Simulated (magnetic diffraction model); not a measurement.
# Magnetic neutron pattern of Ba₂CeTiTe₅

Space group Cmc2_1 (no. 36), a = 4.5790 Å, b = 20.1860 Å, c = 13.7600 Å.

```
site  atom    x       y       z
  4a    Ce  1/2  0.2927  0.4852
  4a    Ba  1/2  0.3858  0.8206
  4a    Ba  1/2  0.3746  0.1859
  4a    Te  1/2  0.4564  0.4518
  4a    Te    0  0.4941  0.2366
  4a    Te  1/2  0.1850  0.1375
  4a    Te  1/2  0.2103  0.8320
  4a    Te  1/2  0.1422  0.5023
  4a    Ti  1/2  0.0593  0.0651
```

This is a made-up structure (elements placed in a structure type, unrelaxed), so the numbers test the method and describe no known phase.

Only Ce is taken to order (form factors of Ce3+); orders and moment sizes are assumed, and not adapted to the symmetry. Radiation: neutrons of λ = 2.36 Å, 8° to 40°; isotropic B of 0.52 Å² (Ce), 0.54 Å² (Ba), 0.46 Å² (Te) and 0.49 Å² (Ti). The intensities are simulated: I ∝ L Σ (|F_N|² + |F_M⊥|²) for unpolarised neutrons, with F_M = 2.695 fm/μB × Σ f(s) S exp(2πi Q·r) exp(−B s²) at Q = H ± k (one set where k and −k are equivalent), only the part normal to Q counting and L = 1/(sin²θ cos θ). For collinear order S is the moment m, which repeats by lattice and centring translations R with the sign exp(−2πi k·R). Form factors are spin-only for 3d ions and dipole or tabulated for f ions, scattering lengths are Sears's of 1992, and absorption is left out. A label names one of the reflections at its angle. The strongest nuclear line in the range is 100, and lines under 0.2 are left out.

Assume the order k = (0 1 0), collinear moments along [010], 1.4 μB on Ce; signs + at (1/2, 0.2927, 0.4852), + at (0, 0.2073, 0.9852).

Predict the pattern, nuclear and magnetic parts apart.

```csv
2θ (°),index,nuclear,magnetic
11.91,(0 1 1),0.0,5.4
13.43,(0 2 0),100.0,0.0
16.67,(0 2 1),41.4,0.0
19.75,(0 0 2),55.3,0.0
20.88,(0 1 2),0.0,30.2
22.51,(0 3 1),0.0,3.1
23.96,(0 2 2),89.5,0.0
27.05,(0 4 0),3.3,0.0
28.40,(0 3 2),0.0,4.5
28.84,(0 4 1),73.5,0.0
30.59,(0 1 3),0.0,1.1
30.64,(1 1 0),23.4,0.0
31.52,(1 0 1),0.0,15.4
32.26,(1 1 1),18.1,0.0
32.83,(0 2 3),6.9,0.0
32.88,(1 2 0),0.0,3.1
33.71,(0 4 2),22.1,0.0
34.40,(1 2 1),0.0,16.0
35.47,(0 5 1),0.0,0.9
36.28,(0 3 3),0.0,4.1
36.33,(1 3 0),18.0,0.0
36.73,(1 1 2),96.1,0.0
37.72,(1 3 1),70.4,0.0
38.65,(1 2 2),0.0,4.6
```

The strongest magnetic line in the range is (0 1 2) at 20.88° (30.2). On top of the Lorentz factor, which all lines share, magnetic lines fade with angle because f falls: for Ce3+ it is 0.96, 0.86, 0.71 and 0.43 at sin θ/λ = 0.1, 0.2, 0.3 and 0.5 Å⁻¹, while nuclear lengths stay constant. The order has no net moment.

[Logs are printed without paths, hosts, clocks, repeated set-up lines and the standing remarks that a program may print on its own settings, such as how far it seeks lower states.]
